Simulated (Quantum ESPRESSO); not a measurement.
# The valence band of Al2Pt as photoemission sees it, part 8 of 21

Aim: the valence spectrum of Al2Pt from He I to hard X-rays, and which orbitals make each feature.

Quantum ESPRESSO 7.5; DFT, PBEsol, plane waves, ultrasoft GBRV pseudopotentials, scalar-relativistic (the session's first sound run).

So far. Step 5 (The base run: bands): Of the bands kept, 3 cross the Fermi level on this path. Step 6 (With spin–orbit coupling: self-consistent run): The run ends at a pressure of -1.40 GPa.

The database entry behind the starting cell differs from later determinations by our own check (0.1 to 0.3 % short, probably kX units), so it need not match the best structure at ambient conditions.

## 9. With spin–orbit coupling: bands

Level of this step: DFT, PBEsol, plane waves, norm-conserving PseudoDojo pseudopotentials, with spin-orbit coupling (Quantum ESPRESSO).

The bands are solved at chosen points on the fixed potential.

bands.in

```
&control
  calculation = 'bands'
  prefix = 'pes'
  outdir = './tmp'
  pseudo_dir = './pp'
  verbosity = 'high'
/
&system
  ibrav = 0
  nat = 3
  ntyp = 2
  ecutwfc = 84.0
  ecutrho = 336.0
  occupations = 'smearing'
  nbnd = 44
  smearing = 'fd'
  degauss = 0.00367
  noncolin = .true.
  lspinorb = .true.
/
&electrons
  conv_thr = 1.8e-08
  mixing_beta = 0.5
  electron_maxstep = 120
  diago_full_acc = .true.
/
ATOMIC_SPECIES
Pt 195.0840 Pt.upf
Al 26.9815 Al.upf
CELL_PARAMETERS angstrom
 0.000000000 2.955000000 2.955000000
 2.955000000 0.000000000 2.955000000
 2.955000000 2.955000000 0.000000000
ATOMIC_POSITIONS crystal
Pt 0.000000000 0.000000000 0.000000000
Al 0.750000000 0.750000000 0.750000000
Al 0.250000000 0.250000000 0.250000000
K_POINTS crystal
92
 0.00000000 0.00000000 0.00000000 1
 0.03333333 0.00000000 0.03333333 1
 0.06666667 0.00000000 0.06666667 1
 0.10000000 0.00000000 0.10000000 1
 0.13333333 0.00000000 0.13333333 1
 0.16666667 0.00000000 0.16666667 1
 ! [... 84 more points ...]
 0.50000000 0.01666667 0.51666667 1
 0.50000000 0.00000000 0.50000000 1
```

The run is started by

```
$ OMP_NUM_THREADS=1 mpirun -n 4 pw.x -nk 4 -in bands.in > bands.out
```

Output:

```text
[banner, memory and clock lines left out]
Program PWSCF v.7.5 starts

          URL

     Atomic positions and unit cell read from directory:
     ./tmp/pes.save/

     Message from routine setup:
     using ibrav=0 with symmetry is DISCOURAGED, use correct ibrav instead

     G-vector sticks info

     bravais-lattice index     =            0
     lattice parameter (alat)  =       7.8972  a.u.
     unit-cell volume          =     348.2564 (a.u.)^3
     number of atoms/cell      =            3
     number of atomic types    =            2
     number of electrons       =        24.00
     number of Kohn-Sham states=           44
     kinetic-energy cutoff     =      84.0000  Ry
     charge density cutoff     =     336.0000  Ry
     Exchange-correlation= PBESOL
                           (   1   4  10   8   0   0   0)
     Non magnetic calculation with spin-orbit

     celldm(1)=   7.897168  celldm(2)=   0.000000  celldm(3)=   0.000000
     celldm(4)=   0.000000  celldm(5)=   0.000000  celldm(6)=   0.000000

     crystal axes: (cart. coord. in units of alat)
               a(1) = (   0.000000   0.707107   0.707107 )
               a(2) = (   0.707107   0.000000   0.707107 )
               a(3) = (   0.707107   0.707107   0.000000 )

     reciprocal axes: (cart. coord. in units 2 pi/alat)
               b(1) = ( -0.707107  0.707107  0.707107 )
               b(2) = (  0.707107 -0.707107  0.707107 )
               b(3) = (  0.707107  0.707107 -0.707107 )

     PseudoPot. # 1 for Pt read from file:
     ./pp/Pt.upf
     Pseudo is Norm-conserving + core correction, Zval = 18.0
     Generated using ONCVPSP code by D. R. Hamann
     Using radial grid of 1358 points, 14 beta functions with:
                l(1) =   0
                l(2) =   0
                l(3) =   1
                l(4) =   1
                l(5) =   1
                l(6) =   1
                l(7) =   2
                l(8) =   2
                l(9) =   2
               l(10) =   2
               l(11) =   3
               l(12) =   3
               l(13) =   3
               l(14) =   3

     PseudoPot. # 2 for Al read from file:
     ./pp/Al.upf
     Pseudo is Norm-conserving + core correction, Zval =  3.0
     Generated using ONCVPSP code by D. R. Hamann
     Using radial grid of 1876 points, 10 beta functions with:
                l(1) =   0
                l(2) =   0
                l(3) =   1
                l(4) =   1
                l(5) =   1
                l(6) =   1
                l(7) =   2
                l(8) =   2
                l(9) =   2
               l(10) =   2

     atomic species   valence    mass     pseudopotential
     Pt               18.00   195.08400     Pt( 1.00)
     Al                3.00    26.98150     Al( 1.00)

     48 Sym. Ops., with inversion, found

                                    s                        frac. trans.

      isym =  1     identity

 cryst.   s( 1) = (     1          0          0      )
                  (     0          1          0      )
                  (     0          0          1      )

 cart.    s( 1) = (  1.0000000 -0.0000000  0.0000000 )
                  ( -0.0000000  1.0000000  0.0000000 )
                  ( -0.0000000  0.0000000  1.0000000 )

      isym =  2     180 deg rotation - cart. axis [0,0,1]

 cryst.   s( 2) = (     0          1         -1      )
                  (     1          0         -1      )
                  (     0          0         -1      )

 cart.    s( 2) = ( -1.0000000  0.0000000  0.0000000 )
                  (  0.0000000 -1.0000000  0.0000000 )
                  (  0.0000000 -0.0000000  1.0000000 )

      isym =  3     180 deg rotation - cart. axis [0,1,0]

 cryst.   s( 3) = (     0         -1          1      )
                  (     0         -1          0      )
                  (     1         -1          0      )

 cart.    s( 3) = ( -1.0000000 -0.0000000 -0.0000000 )
                  (  0.0000000  1.0000000 -0.0000000 )
                  (  0.0000000  0.0000000 -1.0000000 )

      isym =  4     180 deg rotation - cart. axis [1,0,0]

 cryst.   s( 4) = (    -1          0          0      )
                  (    -1          0          1      )
                  (    -1          1          0      )

 cart.    s( 4) = (  1.0000000  0.0000000 -0.0000000 )
                  ( -0.0000000 -1.0000000 -0.0000000 )
                  ( -0.0000000 -0.0000000 -1.0000000 )

      isym =  5     180 deg rotation - cart. axis [1,1,0]

 cryst.   s( 5) = (    -1          0          1      )
[...]
cart.    s( 5) = ( -0.0000000  1.0000000 -0.0000000 )
[...]
isym =  6     180 deg rotation - cart. axis [1,-1,0]

 cryst.   s( 6) = (     0         -1          0      )
[...]
cart.    s( 6) = (  0.0000000 -1.0000000 -0.0000000 )
[...]
isym =  7      90 deg rotation - cart. axis [0,0,-1]

 cryst.   s( 7) = (     0          1          0      )
[...]
cart.    s( 7) = (  0.0000000  1.0000000  0.0000000 )
[...]
isym =  8      90 deg rotation - cart. axis [0,0,1]

 cryst.   s( 8) = (     1          0         -1      )
[...]
cart.    s( 8) = ( -0.0000000 -1.0000000  0.0000000 )
[...]
isym =  9     180 deg rotation - cart. axis [1,0,1]

 cryst.   s( 9) = (    -1          1          0      )
[...]
cart.    s( 9) = (  0.0000000  0.0000000  1.0000000 )
[...]
isym = 10     180 deg rotation - cart. axis [-1,0,1]

 cryst.   s(10) = (     0          0         -1      )
[...]
cart.    s(10) = ( -0.0000000  0.0000000 -1.0000000 )
[...]
isym = 11      90 deg rotation - cart. axis [0,1,0]

 cryst.   s(11) = (     0          0          1      )
[...]
cart.    s(11) = ( -0.0000000 -0.0000000  1.0000000 )
[...]
isym = 12      90 deg rotation - cart. axis [0,-1,0]

 cryst.   s(12) = (     1         -1          0      )
[...]
cart.    s(12) = (  0.0000000 -0.0000000 -1.0000000 )
[...]
isym = 13     180 deg rotation - cart. axis [0,1,1]

 cryst.   s(13) = (     1          0          0      )
[...]
cart.    s(13) = ( -1.0000000  0.0000000 -0.0000000 )
[...]
isym = 14     180 deg rotation - cart. axis [0,1,-1]

 cryst.   s(14) = (    -1          0          0      )
[...]
cart.    s(14) = ( -1.0000000 -0.0000000  0.0000000 )
[...]
isym = 15      90 deg rotation - cart. axis [-1,0,0]

[...]
Dynamical RAM for          nlocal pot:       8.98 MB

     Dynamical RAM for                qrad:      20.60 MB

     Dynamical RAM for          rho,v,vnew:      16.73 MB

     Dynamical RAM for           G-vectors:       2.34 MB

     Dynamical RAM for          h,s,v(r/c):       0.35 MB

     Dynamical RAM for          <psi|beta>:       0.17 MB

     Dynamical RAM for                 psi:      12.16 MB

     Dynamical RAM for                hpsi:      12.16 MB

     Dynamical RAM for      wfcinit/wfcrot:       9.16 MB

     The potential is recalculated from file :
     ./tmp/pes.save/charge-density

     Starting wfcs are   36 randomized atomic wfcs +    8 random wfcs

     Band Structure Calculation
     Davidson diagonalization with overlap

     Computing kpt #:     1  of    23 on this pool

     Computing kpt #:     2  of    23 on this pool

     Computing kpt #:     3  of    23 on this pool

     Computing kpt #:     4  of    23 on this pool

     Computing kpt #:     5  of    23 on this pool

     Computing kpt #:     6  of    23 on this pool

     Computing kpt #:     7  of    23 on this pool

     Computing kpt #:     8  of    23 on this pool

     Computing kpt #:     9  of    23 on this pool

     Computing kpt #:    10  of    23 on this pool

     Computing kpt #:    11  of    23 on this pool

     Computing kpt #:    12  of    23 on this pool

     Computing kpt #:    13  of    23 on this pool

     Computing kpt #:    14  of    23 on this pool

     Computing kpt #:    15  of    23 on this pool

     Computing kpt #:    16  of    23 on this pool

     Computing kpt #:    17  of    23 on this pool

     Computing kpt #:    18  of    23 on this pool

     Computing kpt #:    19  of    23 on this pool

     Computing kpt #:    20  of    23 on this pool

     Computing kpt #:    21  of    23 on this pool

     Computing kpt #:    22  of    23 on this pool

     Computing kpt #:    23  of    23 on this pool

     ethr =  7.50E-11,  avg # of iterations = 47.5

     End of band structure calculation

          k = 0.0000 0.0000 0.0000 (  4573 PWs)   bands (ev):

   -87.4303 -87.4303 -52.7344 -52.7344 -37.7287 -37.7287 -37.7287 -37.7287
     1.0975   1.0975   5.9079   5.9079   5.9079   5.9079   6.6146   6.6146
     7.7596   7.7596   7.7596   7.7596  14.1322  14.1322  14.3095  14.3095
    15.5139  15.5139  15.5139  15.5139  16.6220  16.6220  16.6220  16.6220
    17.0399  17.0399  17.5116  17.5116  17.7420  17.7420  17.7420  17.7420
    19.3291  19.3291  20.7766  20.7766

          k = 0.0000 0.0471-0.0000 (  4565 PWs)   bands (ev):

   -87.4303 -87.4303 -52.7344 -52.7344 -37.7287 -37.7287 -37.7287 -37.7287
     1.1180   1.1180   5.9031   5.9031   5.9139   5.9139   6.6151   6.6151
     7.7501   7.7501   7.7632   7.7632  14.0171  14.0171  14.3121  14.3121
    15.2961  15.2961  15.3518  15.3518  16.7228  16.7228  16.8109  16.8109
    17.1875  17.1875  17.4386  17.4386  17.6621  17.6621  17.7919  17.7919
    19.4574  19.4574  20.7624  20.7624

          k = 0.0000 0.0943-0.0000 (  4565 PWs)   bands (ev):

   -87.4303 -87.4303 -52.7344 -52.7344 -37.7289 -37.7289 -37.7288 -37.7288
     1.1793   1.1793   5.8877   5.8877   5.9316   5.9316   6.6183   6.6183
     7.7223   7.7223   7.7742   7.7742  13.7157  13.7157  14.3181  14.3181
    14.8497  14.8497  14.9848  14.9848  16.8923  16.8923  17.0607  17.0607
    17.2423  17.2423  17.5074  17.5074  17.6887  17.6887  17.9909  17.9909
    19.8111  19.8111  20.7206  20.7206

          k =-0.0000 0.1414 0.0000 (  4561 PWs)   bands (ev):

   -87.4303 -87.4303 -52.7344 -52.7344 -37.7290 -37.7290 -37.7289 -37.7289
[...]
20.3313  20.3313  20.6527  20.6527

          k =-0.0000 0.1886 0.0000 (  4541 PWs)   bands (ev):

[...]
20.5621  20.5621  20.9647  20.9647

          k = 0.0000 0.2357-0.0000 (  4536 PWs)   bands (ev):

[...]
20.4543  20.4543  21.6572  21.6572

          k =-0.0000 0.2828 0.0000 (  4552 PWs)   bands (ev):

[...]
20.3841  20.3841  22.2897  22.2897

          k =-0.0000 0.3300 0.0000 (  4560 PWs)   bands (ev):

[...]
20.9479  20.9479  22.7051  22.7051

          k = 0.0000 0.3771-0.0000 (  4552 PWs)   bands (ev):

[...]
21.6153  21.6153  23.0101  23.0101

          k = 0.0000 0.4243-0.0000 (  4560 PWs)   bands (ev):

[...]
22.2817  22.2817  23.3004  23.3004

          k = 0.0000 0.4714-0.0000 (  4528 PWs)   bands (ev):

[...]
22.9174  22.9174  23.6053  23.6053

          k =-0.0000 0.5185 0.0000 (  4536 PWs)   bands (ev):

[...]
23.4407  23.4407  23.9380  23.9380

          k =-0.0000 0.5657 0.0000 (  4532 PWs)   bands (ev):

[...]
23.6451  23.6451  24.3016  24.3016

          k =-0.0000 0.6128 0.0000 (  4512 PWs)   bands (ev):

[...]
23.4261  23.4261  24.6867  24.6867

          k = 0.0000 0.6600-0.0000 (  4496 PWs)   bands (ev):

[...]
23.0159  23.0159  25.0971  25.0971

          k = 0.0000 0.7071 0.0000 (  4488 PWs)   bands (ev):

[...]
22.7247  22.7247  25.4672  25.4672

          k = 0.0118 0.7071 0.0118 (  4492 PWs)   bands (ev):

[...]
k = 0.0236 0.7071 0.0236 (  4500 PWs)   bands (ev):

[...]
k = 0.0354 0.7071 0.0354 (  4496 PWs)   bands (ev):

[...]
k = 0.0471 0.7071 0.0471 (  4496 PWs)   bands (ev):

[...]
k = 0.0589 0.7071 0.0589 (  4512 PWs)   bands (ev):

[...]
k = 0.0707 0.7071 0.0707 (  4506 PWs)   bands (ev):

[...]
k = 0.0825 0.7071 0.0825 (  4506 PWs)   bands (ev):

[...]
k = 0.0943 0.7071 0.0943 (  4510 PWs)   bands (ev):

[...]
k = 0.1061 0.7071 0.1061 (  4510 PWs)   bands (ev):

[...]
k = 0.1179 0.7071 0.1179 (  4518 PWs)   bands (ev):

[...]
k = 0.1296 0.7071 0.1296 (  4516 PWs)   bands (ev):

[...]
k = 0.1414 0.7071 0.1414 (  4542 PWs)   bands (ev):

[...]
k = 0.1532 0.7071 0.1532 (  4526 PWs)   bands (ev):

[...]
k = 0.1650 0.7071 0.1650 (  4526 PWs)   bands (ev):

[...]
k = 0.1768 0.7071 0.1768 (  4526 PWs)   bands (ev):

[...]
24.1695  24.1695  24.6734  24.6734

          k = 0.5303 0.5303 0.0000 (  4526 PWs)   bands (ev):

[...]
24.1695  24.1695  24.6734  24.6734

          k = 0.4950 0.4950 0.0000 (  4512 PWs)   bands (ev):

[...]
23.8403  23.8403  25.4970  25.4970

          k = 0.4596 0.4596-0.0000 (  4514 PWs)   bands (ev):

[...]
23.5981  23.5981  25.4679  25.4679

          k = 0.4243 0.4243-0.0000 (  4522 PWs)   bands (ev):

[...]
23.4718  23.4718  25.2865  25.2865

          k = 0.3889 0.3889 0.0000 (  4522 PWs)   bands (ev):

[...]
23.5053  23.5053  24.8039  24.8039

          k = 0.3536 0.3536 0.0000 (  4514 PWs)   bands (ev):

[...]
12.6426  12.6426  15.0369  15.0369  17.0973  17.0973  17.3760  17.3760
    18.3590  18.3590  18.8962  18.8962  20.4593  20.4593  20.6741  20.6741
    23.7357  23.7357  24.0844  24.0844

          k = 0.3182 0.3182 0.0000 (  4521 PWs)   bands (ev):

   -87.4303 -87.4303 -52.7347 -52.7347 -37.7311 -37.7311 -37.7297 -37.7297
     2.8390   2.8390   5.4784   5.4784   6.1178   6.1178   6.9815   6.9815
     7.3371   7.3371   7.9899   7.9899   9.2775   9.2775  10.4969  10.4969
    13.0753  13.0753  15.2107  15.2107  16.9011  16.9011  17.0112  17.0112
    18.2276  18.2276  18.4706  18.4706  19.9398  19.9398  20.8988  20.8988
    23.2502  23.2502  24.1546  24.1546

          k = 0.2828 0.2828 0.0000 (  4531 PWs)   bands (ev):

   -87.4303 -87.4303 -52.7347 -52.7347 -37.7308 -37.7308 -37.7295 -37.7295
[... further rows ...]
```

It took 3 min on 4 MPI ranks of Arm Neoverse V1, shared host.

The electronic bands at the labelled points (eV, zero at the Fermi level; # counts the bands kept):

```tsv
point	#11	#12	#13	#14	#15	#16	#17	#18
Γ	-3.55	-3.55	2.82	2.82	3.00	3.00	4.21	4.21
0.47 of the way	-3.36	-3.36	-0.03	-0.03	0.80	0.80	1.02	1.02
X	-3.16	-3.16	-2.96	-2.96	-1.82	-1.82	-1.40	-1.40
0.47 of the way	-3.42	-3.42	-3.06	-3.06	-1.73	-1.73	-1.27	-1.27
U	-3.63	-3.63	-2.94	-2.94	-1.91	-1.91	-0.59	-0.59
jump to K	-3.63	-3.63	-2.94	-2.94	-1.91	-1.91	-0.59	-0.59
0.53 of the way	-3.38	-3.38	-0.99	-0.99	0.17	0.17	2.63	2.63
Γ	-3.55	-3.55	2.82	2.82	3.00	3.00	4.21	4.21
0.53 of the way	-3.42	-3.42	-1.21	-1.21	1.84	1.84	2.43	2.43
L	-3.19	-3.19	-3.12	-3.12	0.70	0.70	1.30	1.30
0.47 of the way	-3.37	-3.37	-3.04	-3.04	-0.83	-0.83	0.28	0.28
W	-3.47	-3.47	-2.69	-2.69	-2.53	-2.53	-0.84	-0.84
0.47 of the way	-3.58	-3.58	-2.95	-2.95	-2.00	-2.00	-1.07	-1.07
X	-3.16	-3.16	-2.96	-2.96	-1.82	-1.82	-1.40	-1.40
```

Of the bands kept, 6 cross the Fermi level on this path (spinor bands, one electron each).

(Continued in part 9 of 21.)

[Logs are printed without paths, hosts, clocks, repeated set-up lines and the standing remarks that a program may print on its own settings, such as how far it seeks lower states.]

[Hosts, paths, dates, database ids (printed as entryN), source tags and the programs' standing remarks are cut or masked in the printed files.]

[Maps of the electrostatic potential energy from Ansatz leave out the sawtooth potential of an applied field or a dipole correction, so their vacuum need not be flat; work functions include it.]

[Peak lists hold at most the 14 tallest peaks of each spectrum; further lines can be left out.]
